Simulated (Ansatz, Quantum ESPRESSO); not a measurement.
# F-SiSi-F chair, 1 layer in an electric field, part 2 of 6

Wanted: polarisability and gap of F-SiSi-F chair, 1 layer against a perpendicular field.

Quantum ESPRESSO 7.5; plane-wave DFT, PBE, GBRV ultrasoft pseudopotentials; geometry and cross-check by Ansatz 0.2.0 with PAW datasets.

So far: The structure; Geometry from Ansatz.

### Step 3. Ground state: no field

The zero-field run is the reference. tefield and dipfield are on already, so that all runs share k-points and boundary.

Level of this step: plane-wave DFT, PBE, GBRV ultrasoft pseudopotentials (Quantum ESPRESSO 7.5).

The input, f0.in:

```
&control
  prefix = 'f0'
  outdir = './out'
  pseudo_dir = './pseudo'
  calculation = 'scf'
  tprnfor = .true.
  tefield = .true.
  dipfield = .true.
/
&system
  ibrav = 0
  nat = 4
  ntyp = 2
  ecutwfc = 40
  ecutrho = 200
  occupations = 'smearing'
  smearing = 'fd'
  degauss = 0.004
  edir = 3
  emaxpos = 0.97
  eopreg = 0.04
  eamp = 0.0
/
&electrons
  conv_thr = 1e-09
  mixing_beta = 0.4
  electron_maxstep = 120
  mixing_mode = 'plain'
/
ATOMIC_SPECIES
  F   18.9984  f_pbe_v1.4.uspp.F.UPF
  Si  28.0850  si_pbe_v1.uspp.F.UPF
CELL_PARAMETERS angstrom
  3.96747604881129 0.00000000000000 -0.00000000000000
  -1.98373802440565 3.43593504717689 0.00000000000000
  -0.00000000000000 -0.00000000000000 21.10000000000000
ATOMIC_POSITIONS crystal
  F   0.666666666667 0.333333333333 0.406266913793
  Si  0.666666666667 0.333333333333 0.483403134678
  Si  0.333333333333 0.666666666667 0.516596853651
  F   0.333333333333 0.666666666667 0.593733097877
K_POINTS automatic
  12 12 1 0 0 0
```

The run is started by

```
OMP_NUM_THREADS=1 mpirun -n 4 pw.x -nk 4 -in f0.in > f0.out
```

What it wrote:

```text
Program PWSCF v.7.5 starts
[citation notice left out]

     Parallel version (MPI & OpenMP), running on       4 processor cores
     Number of MPI processes:                 4
     Threads/MPI process:                     1

     MPI processes distributed on     1 nodes
[...]
Current dimensions of program PWSCF are:
     Max number of different atomic species (ntypx) = 10
     Max number of k-points (npk) =  40000
     Max angular momentum in pseudopotentials (lmaxx) =  4
     Presently no symmetry can be used with electric field

     K-points division:     npool     =       4
     Subspace diagonalization in iterative solution of the eigenvalue problem:
     a serial algorithm will be used

     G-vector sticks info
     --------------------
     sticks:   dense  smooth     PW     G-vecs:    dense   smooth      PW
     Sum         769     613    199                92699    66113   12085

     Using Slab Decomposition

     bravais-lattice index     =            0
     lattice parameter (alat)  =       7.4974  a.u.
     unit-cell volume          =    1941.0571 (a.u.)^3
     number of atoms/cell      =            4
     number of atomic types    =            2
     number of electrons       =        22.00
     number of Kohn-Sham states=           15
     kinetic-energy cutoff     =      40.0000  Ry
     charge density cutoff     =     200.0000  Ry
     scf convergence threshold =      1.0E-09
     mixing beta               =       0.4000
     number of iterations used =            8  plain     mixing
     Exchange-correlation= SLA  PW   PBE  PBE
                           (   1   4   3   4   0   0   0)

     celldm(1)=   7.497443  celldm(2)=   0.000000  celldm(3)=   0.000000
     celldm(4)=   0.000000  celldm(5)=   0.000000  celldm(6)=   0.000000

     crystal axes: (cart. coord. in units of alat)
               a(1) = (   1.000000   0.000000  -0.000000 )
               a(2) = (  -0.500000   0.866025   0.000000 )
               a(3) = (  -0.000000  -0.000000   5.318243 )

     reciprocal axes: (cart. coord. in units 2 pi/alat)
               b(1) = (  1.000000  0.577350  0.000000 )
               b(2) = (  0.000000  1.154701  0.000000 )
               b(3) = (  0.000000  0.000000  0.188032 )

     PseudoPot. # 1 for F  read from file:
     ./pseudo/f_pbe_v1.4.uspp.F.UPF
     Pseudo is Ultrasoft, Zval =  7.0
     Generated by new atomic code, or converted to UPF format
     Using radial grid of  799 points,  4 beta functions with:
                l(1) =   0
                l(2) =   0
                l(3) =   1
                l(4) =   1
     Q(r) pseudized with  8 coefficients,  rinner =    0.950   0.950   0.950

     PseudoPot. # 2 for Si read from file:
     ./pseudo/si_pbe_v1.uspp.F.UPF
     Pseudo is Ultrasoft + core correction, Zval =  4.0
     Generated by new atomic code, or converted to UPF format
     Using radial grid of  899 points,  6 beta functions with:
                l(1) =   0
                l(2) =   0
                l(3) =   1
                l(4) =   1
                l(5) =   2
                l(6) =   2
     Q(r) pseudized with  8 coefficients,  rinner =    0.900   0.900   0.900
                                                       0.900   0.900

     atomic species   valence    mass     pseudopotential
     F                 7.00    18.99840     F ( 1.00)
     Si                4.00    28.08500     Si( 1.00)

     No symmetry found

   Cartesian axes

     site n.     atom                  positions (alat units)
         1        F      tau(   1) = (   0.5000000   0.2886751   2.1606260  )
         2        Si     tau(   2) = (   0.5000000   0.2886751   2.5708551  )
         3        Si     tau(   3) = (  -0.0000000   0.5773503   2.7473874  )
         4        F      tau(   4) = (  -0.0000000   0.5773503   3.1576166  )

     number of k points=    74  Fermi-Dirac smearing, width (Ry)=  0.0040
                       cart. coord. in units 2pi/alat
        k(    1) = (   0.0000000   0.0000000   0.0000000), wk =   0.0138889
        k(    2) = (   0.0000000   0.0962250   0.0000000), wk =   0.0277778
        k(    3) = (   0.0000000   0.1924501   0.0000000), wk =   0.0277778
        k(    4) = (   0.0000000   0.2886751   0.0000000), wk =   0.0277778
        k(    5) = (   0.0000000   0.3849002   0.0000000), wk =   0.0277778
        k(    6) = (   0.0000000   0.4811252   0.0000000), wk =   0.0277778
        k(    7) = (   0.0000000  -0.5773503   0.0000000), wk =   0.0138889
        k(    8) = (   0.0833333   0.0481125   0.0000000), wk =   0.0277778
        k(    9) = (   0.0833333   0.1443376   0.0000000), wk =   0.0277778
        k(   10) = (   0.0833333   0.2405626   0.0000000), wk =   0.0277778
[...]
k(   74) = (  -0.5000000  -0.8660254   0.0000000), wk =   0.0138889

     Dense  grid:    92699 G-vectors     FFT dimensions: (  36,  36, 180)

     Smooth grid:    66113 G-vectors     FFT dimensions: (  32,  32, 162)

     Estimated max dynamical RAM per process >     171.90 MB

     Estimated total dynamical RAM >     619.70 MB

     Initial potential from superposition of free atoms

     starting charge      21.9987, renormalised to      22.0000

     negative rho (up, down):  8.980E-04 0.000E+00

     Adding external electric field

     Computed dipole along edir(3) :
        Dipole                0.0000 Ry au,          0.0000 Debye
        Dipole field          0.0000 Ry au,

        Potential amp.       -0.0000 Ry
        Total length         38.2783 bohr

     Starting wfcs are   16 randomized atomic wfcs

     total cpu time spent up to now is        1.8 secs

     per-process dynamical memory:    88.9 Mb

     Self-consistent Calculation

     iteration #  1     ecut=    40.00 Ry     beta= 0.40
     Davidson diagonalization with overlap
     ethr =  1.00E-02,  avg # of iterations =  3.3

     negative rho (up, down):  8.654E-04 0.000E+00

     Adding external electric field

     Computed dipole along edir(3) :
        Dipole                0.0001 Ry au,          0.0002 Debye
        Dipole field          0.0000 Ry au,

        Potential amp.       -0.0000 Ry
        Total length         38.2783 bohr

     total cpu time spent up to now is        6.2 secs

     total energy              =    -116.52600571 Ry
     estimated scf accuracy    <       0.35860846 Ry

     iteration #  2     ecut=    40.00 Ry     beta= 0.40
[...]
negative rho (up, down):  9.246E-04 0.000E+00

[...]
Dipole                0.0000 Ry au,          0.0000 Debye
[...]
total energy              =    -116.60448482 Ry
     estimated scf accuracy    <       0.04625655 Ry

     iteration #  3     ecut=    40.00 Ry     beta= 0.40
[...]
negative rho (up, down):  1.018E-03 0.000E+00

[...]
Dipole                0.0000 Ry au,          0.0001 Debye
[...]
total energy              =    -116.60596531 Ry
     estimated scf accuracy    <       0.01237113 Ry

     iteration #  4     ecut=    40.00 Ry     beta= 0.40
[...]
negative rho (up, down):  1.030E-03 0.000E+00

[...]
Dipole               -0.0000 Ry au,         -0.0001 Debye
[...]
total energy              =    -116.60630963 Ry
     estimated scf accuracy    <       0.00084343 Ry

     iteration #  5     ecut=    40.00 Ry     beta= 0.40
[...]
negative rho (up, down):  1.045E-03 0.000E+00

[...]
Dipole                0.0001 Ry au,          0.0001 Debye
[...]
total energy              =    -116.60661059 Ry
     estimated scf accuracy    <       0.00012500 Ry

     iteration #  6     ecut=    40.00 Ry     beta= 0.40
[...]
negative rho (up, down):  1.053E-03 0.000E+00

[...]
Dipole               -0.0000 Ry au,         -0.0000 Debye
[...]
total energy              =    -116.60663015 Ry
     estimated scf accuracy    <       0.00000642 Ry

     iteration #  7     ecut=    40.00 Ry     beta= 0.40
[...]
negative rho (up, down):  1.059E-03 0.000E+00

[...]
Dipole                0.0001 Ry au,          0.0001 Debye
[...]
total energy              =    -116.60663191 Ry
     estimated scf accuracy    <       0.00000138 Ry

     iteration #  8     ecut=    40.00 Ry     beta= 0.40
[...]
negative rho (up, down):  1.062E-03 0.000E+00

[...]
Dipole               -0.0000 Ry au,         -0.0001 Debye
[...]
total energy              =    -116.60663219 Ry
     estimated scf accuracy    <       0.00000004 Ry

     iteration #  9     ecut=    40.00 Ry     beta= 0.40
[...]
negative rho (up, down):  1.063E-03 0.000E+00

[...]
Dipole                0.0000 Ry au,          0.0000 Debye
[...]
total energy              =    -116.60663221 Ry
     estimated scf accuracy    <       0.00000002 Ry

     iteration # 10     ecut=    40.00 Ry     beta= 0.40
[...]
negative rho (up, down):  1.065E-03 0.000E+00

[...]
Dipole                0.0000 Ry au,          0.0000 Debye
[...]
total energy              =    -116.60663221 Ry
     estimated scf accuracy    <       0.00000001 Ry

     iteration # 11     ecut=    40.00 Ry     beta= 0.40
[...]
negative rho (up, down):  1.066E-03 0.000E+00

[...]
Dipole               -0.0000 Ry au,         -0.0000 Debye
[...]
End of self-consistent calculation

          k = 0.0000 0.0000 0.0000 (  8259 PWs)   bands (ev):

   -28.4855 -28.4612 -14.2572 -11.2328  -9.7719  -9.1975  -9.1975  -9.0476
    -9.0476  -4.0648  -4.0648  -3.3775  -0.4105  -0.3529  -0.3529

          k = 0.0000 0.0962 0.0000 (  8323 PWs)   bands (ev):

   -28.4839 -28.4604 -14.1966 -11.2389  -9.7896  -9.2447  -9.2121  -9.0498
    -9.0345  -4.6451  -4.1847  -3.0910  -0.5182  -0.0762   0.0495

          k = 0.0000 0.1925 0.0000 (  8345 PWs)   bands (ev):

   -28.4796 -28.4583 -14.0176 -11.2631  -9.8388  -9.3728  -9.2506  -9.0570
    -8.9994  -5.5946  -4.4560  -2.7359  -0.8455   0.6589   1.0881

          k = 0.0000 0.2887 0.0000 (  8335 PWs)   bands (ev):

   -28.4735 -28.4557 -13.7309 -11.3252  -9.9108  -9.5536  -9.3009  -9.0688
    -8.9436  -6.5125  -4.7443  -2.4169  -1.0973   1.6953   2.2466

          k = 0.0000 0.3849 0.0000 (  8305 PWs)   bands (ev):

   -28.4671 -28.4534 -13.3607 -11.4596 -10.0003  -9.7352  -9.3499  -9.0820
    -8.8653  -7.2600  -4.9755  -2.2783  -1.0066   1.9849   2.8847

          k = 0.0000 0.4811 0.0000 (  8265 PWs)   bands (ev):

   -28.4619 -28.4522 -12.9681 -11.6812 -10.0934  -9.8502  -9.3851  -9.0922
    -8.7710  -7.7639  -5.1206  -2.3197  -0.5575   1.1428   3.8584

[...]
the Fermi energy is    -3.6952 ev

!    total energy              =    -116.60663221 Ry
     estimated scf accuracy    <          2.9E-10 Ry
     smearing contrib. (-TS)   =      -0.00000256 Ry
     internal energy E=F+TS    =    -116.60662965 Ry

     The total energy is F=E-TS. E is the sum of the following terms:
     one-electron contribution =    -517.10892982 Ry
     hartree contribution      =     263.66680067 Ry
     xc contribution           =     -27.32979310 Ry
     ewald contribution        =     164.16529260 Ry
     electric field correction =       0.00000000 Ry

     convergence has been achieved in  11 iterations

     negative rho (up, down):  1.066E-03 0.000E+00

     Forces acting on atoms (cartesian axes, Ry/au):

     atom    1 type  1   force =     0.00000009    0.00000005   -0.00492332
     atom    2 type  2   force =     0.00000001    0.00000001    0.00532191
     atom    3 type  2   force =     0.00000000   -0.00000000   -0.00532300
     atom    4 type  1   force =    -0.00000010   -0.00000005    0.00492441

     Total force =     0.010254     Total SCF correction =     0.000061

[...]
=------------------------------------------------------------------------------=
   JOB DONE.
=------------------------------------------------------------------------------=
[key lines of the parts left out:]
Dipole field         -0.0000 Ry au,
```

Run time: 45 s. Hardware: 4 MPI ranks of Arm Neoverse V1, shared host; peak memory 0.78 GiB.

Numbers from this step:

| Item | Value |
| --- | --- |
| free energy | -1586.5141 eV |
| Fermi energy | -3.695 eV |
| dipole along the normal | 0 e·Å |
| valence top, on the run's zero | -4.065 eV |
| conduction bottom, on the run's zero | -3.377 eV |
| gap by band count | 0.6873 eV |

The run needed 11 iterations to bring the estimated error under 1e-09 Ry; the largest force on any atom, held or free, is 0.14 eV/Å.

### Step 4. Electrostatic potential

The vacuum level is read from the electrostatic potential (plot_num = 11), averaged over planes.

The input, f0.pot.in:

```
&inputpp
  prefix = 'f0'
  outdir = './out'
  filplot = 'f0.pot.dat'
  plot_num = 11
/
```

The run is started by

```
OMP_NUM_THREADS=1 mpirun -n 4 pp.x -in f0.pot.in > f0.pot.out
```

The job ended after 0.97 s (4 MPI ranks; peak memory 0.11 GiB).

This step gave:

| Item | Value |
| --- | --- |
| slope of the potential above | 3.50e-6 eV/Å |
| upper vacuum line continued to the top atoms, over the valence top | 6.500 eV |
| slope of the potential below | -1.13e-5 eV/Å |
| lower vacuum line continued to the bottom atoms, over the valence top | 6.500 eV |
| vacuum level at the upper face over the valence top of the mesh | 6.501 eV |
| vacuum level at the lower face over the valence top of the mesh | 6.500 eV |

The vacuum is flat to 0.1 meV/Å, so its level is well defined. Inside the slab the curve depends on the local part of the pseudopotentials; only the vacuum level has a meaning of its own.

(Part 2 of 6 ends here.)

[Logs are printed without paths, hosts, clocks, repeated set-up lines and the standing remarks that a program may print on its own settings, such as how far it seeks lower states.]

[Hosts, paths, dates, database ids (printed as entryN), source tags and the programs' standing remarks are cut or masked in the printed files.]

[Maps of the electrostatic potential energy from Ansatz leave out the sawtooth potential of an applied field or a dipole correction, so their vacuum need not be flat; planar profiles and work functions include it.]
